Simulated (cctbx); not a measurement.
## TmCo9Si2 across an absorption edge

Space group I4_1/amd (no. 141, origin choice 1), a = 9.5610 Å, b = 9.5610 Å, c = 6.1750 Å, α = 90.00°, β = 90.00°, γ = 90.00°.

| atom | mult. | x | y | z | Ueq (Å²) |
| --- | --- | --- | --- | --- | --- |
| Tm1 | 4 | 0 | 1/2 | 3/4 | 0.0084 |
| Co1 | 32 | 0.7142 | 0.3773 | 0.6989 | 0.0136 |
| Co2 | 4 | 0 | 0 | 0 | 0.0151 |
| Si1 | 8 | 3/4 | 1/2 | 3/8 | 0.0145 |

This is a model crystal, built by substitution and not relaxed, with assumed displacement parameters.

Calculated with cctbx: free-atom f′ and f″ from the Sasaki tables, no fine structure; amplitudes in electrons.

```csv
E (eV),F 2 0 2,F 4 1 1,F 0 1 3,F 0 4 0
7109,86.5,160.7,311.8,238.6
7459,79.6,156.3,303.1,237.7
7589,73.3,153.1,296.0,238.1
7649,67.3,150.5,289.8,238.9
7679,61.1,147.8,283.4,240.0
7694,54.8,145.3,277.1,241.3
7701,49.1,143.1,271.5,242.5
7705,43.1,140.7,265.4,243.9
7713,51.6,141.4,267.2,243.7
7717,57.5,144.1,274.1,242.1
7724,62.8,146.5,280.1,240.6
7739,68.8,149.0,286.6,238.9
7769,74.9,151.4,293.1,237.1
7859,83.0,154.2,301.2,234.0
8109,91.6,155.6,307.9,228.5
```

**Question.** Which edge is crossed, and why do the reflections move as they do?

The K edge of Co. The edge is at 7709 eV. f′ of Co falls from -3.9 e at 7589 eV to -7.4 e at 4 eV below it, and f″ steps from 0.47 to 3.93 e across it. Over that approach |F| changes by -41 % (2 0 2), -8 % (4 1 1), -10 % (0 1 3) and +2 % (0 4 0): a reflection falls where Co scatters in phase with the total and rises where it scatters against it; it hardly moves where the Co term is small or cancels by symmetry. Above the edge the larger f″ enters the imaginary part, where it can add to or cancel the other atoms' f″. The structure is centrosymmetric, so Friedel mates stay equal.

[Logs are printed without paths, hosts, clocks, repeated set-up lines and the standing remarks that a program may print on its own settings, such as how far it seeks lower states.]
